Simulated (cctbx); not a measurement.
# A crystallographic session in cctbx: La2In6Fe11B3

Library: cctbx 2025.11. The data are simulated by the first script.

## 1. Simulate the data

run.py:

```python
from cctbx import adptbx, crystal, miller, sgtbx, xray
from cctbx.array_family import flex
from iotbx.shelx import hklf
from scitbx import matrix
import scitbx.random

cs = crystal.symmetry(unit_cell=(9.619, 9.619, 13.643, 90, 90, 120), space_group_symbol='Hall: -R 3 2"')  # R-3m
atoms = [  # label, site, U (iso, or U11 U22 U33 U12 U13 U23 in A^2), occupancy
    ("La1", (1/3, 2/3, 0.0103), (0.0043, 0.0043, 0.0051, 0.0022, 0.0000, 0.0000), 1),
    ("In1", (0.9989, 0.49945, 0.1589), (0.0060, 0.0058, 0.0103, 0.0030, 0.0019, 0.0010), 1),
    ("Fe1", (1/3, 2/3, 0.7597), (0.0151, 0.0151, 0.0179, 0.0075, -0.0000, 0.0000), 1),
    ("Fe2", (0.38722, 1/3, 1/3), (0.0261, 0.0157, 0.0153, 0.0078, -0.0014, -0.0029), 1),
    ("Fe3", (1/3, 0.16667, 0.16667), (0.0094, 0.0091, 0.0167, 0.0047, -0.0016, -0.0008), 1),
    ("B1", (0, 0.5, 0), (0.0257, 0.0200, 0.0160, 0.0128, -0.0060, -0.0030), 1),
]
xs = xray.structure(crystal_symmetry=cs)
for label, site, u, occ in atoms:
    u = adptbx.u_cif_as_u_star(cs.unit_cell(), u) if isinstance(u, tuple) else u
    xs.add_scatterer(xray.scatterer(label, site=site, u=u, occupancy=occ))
xs.set_inelastic_form_factors(0.71073, "sasaki")
xs.show_summary()
p1 = xs.expand_to_p1()
ms = miller.build_set(p1, anomalous_flag=True, d_min=0.75)
flex.set_random_seed(8959)
scitbx.random.set_random_seed(8959)
ms = ms.select(flex.random_double(ms.size()) < 0.8)
i = ms.structure_factors_from_scatterers(p1, algorithm="direct").f_calc().as_intensity_array().data()
i = i / flex.sqrt(1 + 0.1 * i / flex.max(i))  # extinction
i = i * 70000 / flex.max(i)
sig = flex.sqrt(i + flex.pow2(0.06 * i) + 2 ** 2)
noise = scitbx.random.variate(scitbx.random.normal_distribution())(i.size())
data = ms.array(data=i + sig * noise, sigmas=sig).set_observation_type_xray_intensity()
with open("data.hkl", "w") as f:
    data.export_as_shelx_hklf(f)
print("reflections written:", data.size(), " <I/sigma> = %.1f" % flex.mean(data.data() / data.sigmas()))
for h, a, b in list(data.sort("data"))[:12]:
    print("%4d%4d%4d %9.1f %7.1f" % (h + (a, b)))
```

```console
$ python run.py
```

```text
Number of scatterers: 6
At special positions: 6
Unit cell: (9.619, 9.619, 13.643, 90, 90, 120)
Space group: R -3 m :H (No. 166)
reflections written: 8659  <I/sigma> = 4.0
   0   0   6   74951.3  4208.3
   0   0  -6   67868.8  4208.3
  -2   4   0   54340.1  3256.3
  -4   2   0   54125.4  3256.3
   2  -4   0   52739.6  3256.3
  -2  -2   0   47173.9  3256.3
   0   6   0   43887.0  2372.4
   4   4   0   41009.0  2304.1
   0  -6   0   40424.8  2372.4
   4  -8   0   39214.8  2304.1
   6   0   0   38934.6  2372.4
  -4   8   0   38835.3  2304.1
```

It took 0.28 s on 1 thread of Arm Neoverse V2, on a shared host, peak memory 0.07 GiB.

## 2. Refinement (right model, isotropic)

run.py:

```python
import math
from cctbx import adptbx, crystal, maptbx, sgtbx, xray
from cctbx.array_family import flex
from cctbx.xray import observations
from iotbx.shelx import hklf
from scitbx.lstbx import normal_eqns_solving
from smtbx import absolute_structure, utils
from smtbx.refinement import constraints, least_squares

cs = crystal.symmetry(unit_cell=(9.619, 9.619, 13.643, 90, 90, 120), space_group_symbol='Hall: -R 3 2"')  # R-3m
atoms = [  # label, site, U (iso, or U11 U22 U33 U12 U13 U23 in A^2), occupancy
    ("La1", (1/3, 2/3, 0.011), 0.0200, 1),
    ("In1", (0.9921, 0.496, 0.1589), 0.0200, 1),
    ("Fe1", (1/3, 2/3, 0.7566), 0.0200, 1),
    ("Fe2", (0.3812, 1/3, 1/3), 0.0200, 1),
    ("Fe3", (1/3, 0.16667, 0.16667), 0.0200, 1),
    ("B1", (0, 0.5, 0), 0.0200, 1),
]
xs = xray.structure(crystal_symmetry=cs)
for label, site, u, occ in atoms:
    u = adptbx.u_cif_as_u_star(cs.unit_cell(), u) if isinstance(u, tuple) else u
    xs.add_scatterer(xray.scatterer(label, site=site, u=u, occupancy=occ))
xs.set_inelastic_form_factors(0.71073, "sasaki")
raw = hklf.reader(file_name="data.hkl").as_miller_arrays(crystal_symmetry=cs, anomalous=True)[0]
merged = raw.eliminate_sys_absent().merge_equivalents()
fo2 = merged.array().set_observation_type_xray_intensity()
print("Rint %.3f, %d unique reflections to %.2f A" % (merged.r_int(), fo2.size(), fo2.d_min()))
for sc in xs.scatterers():
    sc.flags.set_grad_site(True)
    sc.flags.set_grad_u_aniso(sc.flags.use_u_aniso())
    sc.flags.set_grad_u_iso(sc.flags.use_u_iso())
obs = fo2.as_xray_observations()
extra = {}
rep = constraints.reparametrisation(xs, [], utils.connectivity_table(xs), **extra)
ls = least_squares.crystallographic_ls(obs, rep, weighting_scheme=least_squares.mainstream_shelx_weighting(a=0, b=0))
print("cycle     R1     wR2    GooF  max shift (A)")
for cycle in range(8):
    ls.build_up()
    r1, wr2, goof = ls.r1_factor(cutoff_factor=2)[0], ls.wR2(), ls.goof()
    old = xs.sites_cart()
    normal_eqns_solving.levenberg_marquardt_iterations(ls, n_max_iterations=3, tau=1e-06, step_threshold=1e-7)
    big = flex.max((xs.sites_cart() - old).norms())
    print("%4d %7.4f %7.4f %7.3f %9.5f" % (cycle + 1, r1, wr2, goof, big))
    ls.build_up(objective_only=True)
    if abs(ls.wR2() - wr2) < 5e-5 and big < 5e-4:
        break
ls.build_up()
print("final R1 %.4f wR2 %.4f GooF %.3f  parameters %d  data/parameter %.1f" % (ls.r1_factor(cutoff_factor=2)[0], ls.wR2(), ls.goof(), ls.n_parameters, fo2.size() / ls.n_parameters))
cov = ls.covariance_matrix_and_annotations()
su = dict(zip(cov.annotations, (math.sqrt(max(v, 0)) for v in cov.matrix.matrix_packed_u_diagonal())))
a2 = cs.unit_cell().reciprocal_parameters()[0] ** -2
print("atom        x        y        z      Ueq    occ   su(xyz)  su(Uiso or U11)")
for sc in xs.scatterers():
    s = max(su.get(sc.label + k, 0) for k in (".x", ".y", ".z"))
    npd = "" if sc.is_positive_definite_u(cs.unit_cell()) else "  NPD"
    print("%-5s %8.5f %8.5f %8.5f %8.4f %6.3f %8.5f %7.4f%s" % ((sc.label,) + sc.site + (sc.u_iso_or_equiv(cs.unit_cell()), sc.occupancy, s, su.get(sc.label + ".uiso", su.get(sc.label + ".u11", 0) * a2), npd)))
fo = fo2.f_sq_as_f()
fc = fo.structure_factors_from_scatterers(xs, algorithm="direct").f_calc()
diff = fo.f_obs_minus_f_calc(1 / math.sqrt(ls.scale_factor()), fc).average_bijvoet_mates()
m = diff.fft_map(symmetry_flags=maptbx.use_space_group_symmetry, resolution_factor=0.25).apply_volume_scaling()
print("difference map: max %.2f min %.2f rms %.2f" % (m.statistics().max(), m.statistics().min(), m.statistics().sigma()))
peaks = m.peak_search(parameters=maptbx.peak_search_parameters(min_distance_sym_equiv=0.6, max_clusters=6)).all()
near = xs.closest_distances(peaks.sites(), distance_cutoff=4)
sps = cs.special_position_settings(min_distance_sym_equiv=0.5)
for k, (x, h) in enumerate(zip(peaks.sites(), peaks.heights())):
    ss = sps.site_symmetry(x)
    print("Q%-3d %7.4f %7.4f %7.4f %4d %7.2f  %.2f A from %s" % ((k + 1,) + tuple(t % 1 for t in ss.exact_site()) + (ss.multiplicity(), h, near.smallest_distances[k], xs.scatterers()[near.i_seqs[k]].label)))
```

```console
$ python run.py
```

```text
Rint 0.046, 360 unique reflections to 0.75 A
cycle     R1     wR2    GooF  max shift (A)
   1  0.2970  0.6342  22.121   0.05813
   2  0.0366  0.1251   4.362   0.00028
final R1 0.0366 wR2 0.1251 GooF 4.362  parameters 11  data/parameter 32.7
atom        x        y        z      Ueq    occ   su(xyz)  su(Uiso or U11)
La1    0.33333  0.66667  0.01033   0.0046  1.000  0.00006  0.0004
In1    0.99879  0.49939  0.15892   0.0075  1.000  0.00007  0.0004
Fe1    0.33333  0.66667  0.75994   0.0161  1.000  0.00022  0.0006
Fe2    0.38727  0.33333  0.33333   0.0204  1.000  0.00018  0.0005
Fe3    0.33333  0.16667  0.16667   0.0123  1.000  0.00000  0.0006
B1     0.00000  0.50000  0.00000   0.0153  1.000  0.00000  0.0033
difference map: max 4.20 min -3.11 rms 0.46
Q1    0.0000  0.3274  0.0000   18    4.31  0.46 A from Fe2
Q2    0.0155  0.5077  0.8681   18    4.23  0.39 A from In1
Q3    0.0176  0.5088  0.1864   18    4.02  0.41 A from In1
Q4    0.0000  0.2314  0.0000   18    3.34  0.46 A from Fe2
Q5    0.0000  0.0000  0.3493    6    2.85  0.08 A from La1
Q6    0.0045  0.5022  0.4757   18    2.04  0.33 A from Fe3
```

Time: 0.44 s.

Figures of merit this high mean that the model is still wrong or incomplete.

## 3. Refinement (right model, anisotropic)

run.py, as its changes from the last script of this kind:

```diff
@@ -12,6 +12,6 @@
-    ("La1", (1/3, 2/3, 0.011), 0.0200, 1),
-    ("In1", (0.9921, 0.496, 0.1589), 0.0200, 1),
-    ("Fe1", (1/3, 2/3, 0.7566), 0.0200, 1),
-    ("Fe2", (0.3812, 1/3, 1/3), 0.0200, 1),
-    ("Fe3", (1/3, 0.16667, 0.16667), 0.0200, 1),
-    ("B1", (0, 0.5, 0), 0.0200, 1),
+    ("La1", (1/3, 2/3, 0.01033), 0.0046, 1),
+    ("In1", (0.99879, 0.49939, 0.15892), 0.0075, 1),
+    ("Fe1", (1/3, 2/3, 0.75994), 0.0161, 1),
+    ("Fe2", (0.38727, 1/3, 1/3), 0.0204, 1),
+    ("Fe3", (1/3, 0.16667, 0.16667), 0.0123, 1),
+    ("B1", (0, 0.5, 0), 0.0153, 1),
@@ -23,0 +24 @@
+xs.convert_to_anisotropic()
```

```console
$ python run.py
```

```text
Rint 0.046, 360 unique reflections to 0.75 A
cycle     R1     wR2    GooF  max shift (A)
   1  0.0366  0.1251   4.453   0.00279
   2  0.0114  0.0269   0.957   0.00000
final R1 0.0114 wR2 0.0269 GooF 0.957  parameters 25  data/parameter 14.4
atom        x        y        z      Ueq    occ   su(xyz)  su(Uiso or U11)
La1    0.33333  0.66667  0.01032   0.0044  1.000  0.00001  0.0001
In1    0.99888  0.49944  0.15890   0.0072  1.000  0.00002  0.0001
Fe1    0.33333  0.66667  0.75974   0.0159  1.000  0.00005  0.0002
Fe2    0.38720  0.33333  0.33333   0.0199  1.000  0.00004  0.0002
Fe3    0.33333  0.16667  0.16667   0.0117  1.000  0.00000  0.0002
B1     0.00000  0.50000  0.00000   0.0198  1.000  0.00000  0.0020
difference map: max 0.54 min -0.82 rms 0.17
Q1    0.0544  0.2673  0.0394   36    0.56  0.80 A from Fe2
Q2    0.0968  0.1936  0.2973   18    0.52  1.26 A from B1
Q3    0.9948  0.2506  0.4632   36    0.52  1.48 A from In1
Q4    0.1061  0.2122  0.0907   18    0.48  1.52 A from In1
Q5    0.1011  0.2021  0.7629   18    0.46  1.45 A from Fe3
Q6    0.0747  0.1493  0.2082   18    0.44  1.59 A from In1
```

Time: 0.42 s.

## 4. Refinement

run.py, as its changes from the last script of this kind:

```diff
@@ -17,0 +18 @@
+    ("B2", (0.287, 0.675, 0.946), 0.0300, 1),
@@ -24 +24,0 @@
-xs.convert_to_anisotropic()
@@ -38 +38 @@
-for cycle in range(8):
+for cycle in range(12):
```

```console
$ python run.py
```

```text
Rint 0.046, 360 unique reflections to 0.75 A
cycle     R1     wR2    GooF  max shift (A)
   1  0.0587  0.1891   6.624   0.44626
   2  0.0395  0.1328   4.653   0.63204
   3  0.0376  0.1281   4.487   0.40751
   4  0.0373  0.1270   4.450   0.66482
   5  0.0374  0.1261   4.417   0.30888
   6  0.0373  0.1258   4.407   0.04406
   7  0.0373  0.1258   4.406   0.00385
   8  0.0373  0.1258   4.406   0.00128
   9  0.0373  0.1258   4.406   0.00060
  10  0.0373  0.1258   4.406   0.00011
final R1 0.0373 wR2 0.1258 GooF 4.406  parameters 14  data/parameter 25.7
atom        x        y        z      Ueq    occ   su(xyz)  su(Uiso or U11)
La1    0.33333  0.66667  0.01032   0.0046  1.000  0.00006  0.0004
In1    0.99879  0.49939  0.15891   0.0075  1.000  0.00007  0.0004
Fe1    0.33333  0.66667  0.75993   0.0161  1.000  0.00022  0.0006
Fe2    0.38729  0.33333  0.33333   0.0204  1.000  0.00019  0.0005
Fe3    0.33333  0.16667  0.16667   0.0123  1.000  0.00000  0.0006
B1     0.00000  0.50000  0.00000   0.0152  1.000  0.00000  0.0033
B2     0.19905  0.80095  1.00859   1.0000  1.000  0.02578  0.4688
difference map: max 4.16 min -3.07 rms 0.46
Q1    0.0155  0.5077  0.8681   18    4.27  0.39 A from In1
Q2    0.0000  0.3273  0.0000   18    4.27  0.46 A from Fe2
Q3    0.0175  0.5088  0.1863   18    4.06  0.40 A from In1
Q4    0.0000  0.2310  0.0000   18    3.27  0.47 A from Fe2
Q5    0.0000  0.0000  0.3497    6    2.84  0.08 A from La1
Q6    0.0043  0.5022  0.4759   18    2.08  0.33 A from Fe3
```

Time: 0.78 s.

This run holds a fault made on purpose: spurious atom: B2.

## 5. Refinement

run.py, as its changes from the last script of this kind:

```diff
@@ -12,2 +12,2 @@
-    ("La1", (1/3, 2/3, 0.01033), 0.0046, 1),
-    ("In1", (0.99879, 0.49939, 0.15892), 0.0075, 1),
+    ("In1", (1/3, 2/3, 0.01033), 0.0046, 1),
+    ("La1", (0.99879, 0.49939, 0.15892), 0.0075, 1),
@@ -18 +17,0 @@
-    ("B2", (0.287, 0.675, 0.946), 0.0300, 1),
@@ -24,0 +24 @@
+xs.convert_to_anisotropic()
```

```console
$ python run.py
```

```text
Rint 0.046, 360 unique reflections to 0.75 A
cycle     R1     wR2    GooF  max shift (A)
   1  0.3663  0.7408  26.373   0.00508
   2  0.0769  0.2572   9.158   0.00441
   3  0.0749  0.2501   8.902   0.00320
   4  0.0695  0.2315   8.241   0.00015
   5  0.0689  0.2294   8.167   0.00024
   6  0.0687  0.2286   8.138   0.00021
   7  0.0686  0.2283   8.128   0.00012
   8  0.0686  0.2282   8.124   0.00009
   9  0.0686  0.2281   8.122   0.00006
final R1 0.0686 wR2 0.2281 GooF 8.121  parameters 25  data/parameter 14.4
atom        x        y        z      Ueq    occ   su(xyz)  su(Uiso or U11)
In1    0.33333  0.66667  0.01044  -0.0060  1.000  0.00015  0.0008  NPD
La1    0.99893  0.49947  0.15908   0.0135  1.000  0.00013  0.0009
Fe1    0.33333  0.66667  0.76018   0.0145  1.000  0.00046  0.0014
Fe2    0.38749  0.33333  0.33333   0.0177  1.000  0.00038  0.0014
Fe3    0.33333  0.16667  0.16667   0.0076  1.000  0.00000  0.0017
B1     0.00000  0.50000  0.00000   2.2175  1.000  0.00000  3.4786  NPD
difference map: max 16.67 min -4.69 rms 0.93
Q1    0.0000  0.0000  0.3422    6   16.83  0.02 A from In1
Q2    0.0000  0.5000  0.0000    9    8.91  0.00 A from B1
Q3    0.0000  0.0000  0.0868    6    4.52  0.09 A from Fe1
Q4    0.0000  0.2886  0.0000   18    3.86  0.09 A from Fe2
Q5    0.0183  0.5092  0.5326   18    1.77  0.47 A from Fe3
Q6    0.9966  0.4983  0.1535   18    1.55  0.08 A from La1
```

Time: 0.75 s.

This run holds a fault made on purpose: elements exchanged: La1 is In and In1 is La.

## 6. Refinement

run.py, as its changes from the last script of this kind:

```diff
@@ -12,2 +12,2 @@
-    ("In1", (1/3, 2/3, 0.01033), 0.0046, 1),
-    ("La1", (0.99879, 0.49939, 0.15892), 0.0075, 1),
+    ("La1", (1/3, 2/3, 0.01033), 0.0046, 1),
+    ("In1", (0.99879, 0.49939, 0.15892), 0.0075, 1),
@@ -23 +23 @@
-xs.set_inelastic_form_factors(0.71073, "sasaki")
+xs.set_inelastic_form_factors(1.54184, "sasaki")
```

```console
$ python run.py
```

```text
Rint 0.046, 360 unique reflections to 0.75 A
cycle     R1     wR2    GooF  max shift (A)
   1  0.0757  0.2942  10.475   0.00154
   2  0.0252  0.1223   4.352   0.00041
final R1 0.0251 wR2 0.1222 GooF 4.351  parameters 25  data/parameter 14.4
atom        x        y        z      Ueq    occ   su(xyz)  su(Uiso or U11)
La1    0.33333  0.66667  0.01034   0.0048  1.000  0.00006  0.0004
In1    0.99887  0.49944  0.15900   0.0094  1.000  0.00007  0.0005
Fe1    0.33333  0.66667  0.75986   0.0123  1.000  0.00024  0.0008
Fe2    0.38739  0.33333  0.33333   0.0156  1.000  0.00020  0.0007
Fe3    0.33333  0.16667  0.16667   0.0069  1.000  0.00000  0.0010
B1     0.00000  0.50000  0.00000   0.0401  1.000  0.00000  0.0160
difference map: max 4.07 min -1.58 rms 0.34
Q1    0.0000  0.0000  0.3425    6    4.13  0.02 A from La1
Q2    0.0000  0.0000  0.0888    6    2.35  0.06 A from Fe1
Q3    0.0000  0.5000  0.0000    9    2.31  0.00 A from B1
Q4    0.0000  0.3119  0.0000   18    2.00  0.31 A from Fe2
Q5    0.0370  0.2778  0.9867   36    1.40  0.41 A from Fe2
Q6    0.0008  0.5004  0.4691   18    1.25  0.42 A from Fe3
```

Run time: 0.41 s on 1 thread of Arm Neoverse V2, with other jobs on the host, peak memory 0.09 GiB.

This run holds a fault made on purpose: dispersion terms of the wrong wavelength.

[Logs are printed without paths, hosts, clocks, repeated set-up lines and the standing remarks that a program may print on its own settings, such as how far it seeks lower states.]
